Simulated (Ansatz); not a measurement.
# Surface energy of W(221) slab (24 atoms)

What is the surface energy of this cell, counted against the bulk crystal, and how far does it hang on functional and mesh?

Calculated with Ansatz 0.2.0: Kohn-Sham DFT, PBE, PAW (set soft_2), plane waves; cutoff 420 eV, fermi-dirac smearing of 0.1 eV. Cutoffs: 420 eV for PBE and PBEsol; 500 eV for r2SCAN.

**The cells**

The cell holds 24 atoms: 24 W. Cell: a = 7.122 Å, b = 7.122 Å, c = 27.209 Å, α = 90.0°, β = 90.0°, γ = 36.9°. It derives from W. The starting structure: Slab of W cut on (2 2 1), 12.2 Å thick, 1 x 1 surface cells, both faces free, 15 Å of vacuum; not relaxed. Lattice constants are starting values near those of PBE. Vacuum lies along c.

The bulk reference is W2 in a cell of 2 atoms, 16.155 Å³ an atom.

The input of the single point on the relaxed cell:

```yaml
crystal:
  lattice:
    - [7.12188, 0.0, 0.0]
    - [5.6975, 4.27313, 0.0]
    - [0.0, 0.0, 27.20917]
  atoms:
    - { symbol: W, position: [0.15905, 0.15905, 0.28435] }
    - { symbol: W, position: [0.55332, 0.55332, 0.30036] }
    - { symbol: W, position: [0.94275, 0.94275, 0.31835] }
    - { symbol: W, position: [0.33323, 0.33323, 0.33486] }
    [... 18 atom lines left out ...]
    - { symbol: W, position: [0.72446, 0.72446, 0.69964] }
    - { symbol: W, position: [0.11873, 0.11873, 0.71565] }
kpoints:
  mp_grid: { grid: [8, 8, 1] }
hamiltonian:
  xc: pbe
scf:
  occupations: { method: fermi_dirac, width: 0.1 }
output:
  forces: true
  populations: true
  dos:
    method: { smearing: { sigma: 0.08 } }
    de: 0.1
    projected: { site_lists: { W: [W] } }
  eigenvalues: true
  write_density: true
  write_potential: true
  volumetric_format: npy
```

| cell | formula | k-mesh | relaxation steps | gain on relaxing (eV) | free energy, PBE (eV) | time of its runs on this page |
| --- | --- | --- | --- | --- | --- | --- |
| W(221) slab | W24 | 8×8×1 (relaxed on 6×6×1) | 6 | 1.03 | -249222.280 | 25 s |
| bulk W | W2 | 17×17×17 | - | - | -20769.662 | 5.8 s |

**Surface energy**

The excess is the cell's free energy less 12 times that of the bulk cell. It is divided by twice the area, as the cell holds two faces, so the value is their mean, and they need not be alike (30.43 Å²), with 1 eV/Å² = 16.022 J/m².

```
           level   k-mesh  excess (eV)  surface energy (J/m²)  per area (meV/Å²)
             PBE    8×8×1       13.662                  3.596              224.5
PBE, denser mesh  11×11×1       13.665                  3.597              224.5
          r2SCAN    8×8×1       14.806                  3.897              243.3
          PBEsol    8×8×1       14.889                  3.919              244.6
```

Worked for the first row at PBE: (-249222.280) − 12 × (-20769.662) = 13.662 eV (from unrounded energies).

Then 13.662 / (2 × 30.43) × 16.022 = 3.596 J/m².

**Findings**

At PBE the surface energy is 3.60 J/m². At the same geometries the levels give 3.60 (PBE) to 3.92 J/m² (PBEsol) and the denser mesh leaves it within 0.01 J/m². Relaxing the atoms lowered it by 0.271 J/m² from the start (on the 6×6×1 mesh of the relaxation), and the farthest atom moved 0.26 Å.

Limits: The cell edges were held, so the lattice is the typed one for every functional. Cell and bulk are sampled on unlike meshes, and the error grows with the number of atoms subtracted. These are free energies under a smearing of 0.1 eV, whose entropy term isn't removed. Spin–orbit coupling is left out, which matters for the levels of the heavy elements. In some runs the program notes that the exchange-correlation potential is rough where the density is thin.

[Logs are printed without paths, hosts, clocks, repeated set-up lines and the standing remarks that a program may print on its own settings, such as how far it seeks lower states.]

[Hosts, paths, dates, database ids (printed as entryN), source tags and the programs' standing remarks are cut or masked in the printed files.]
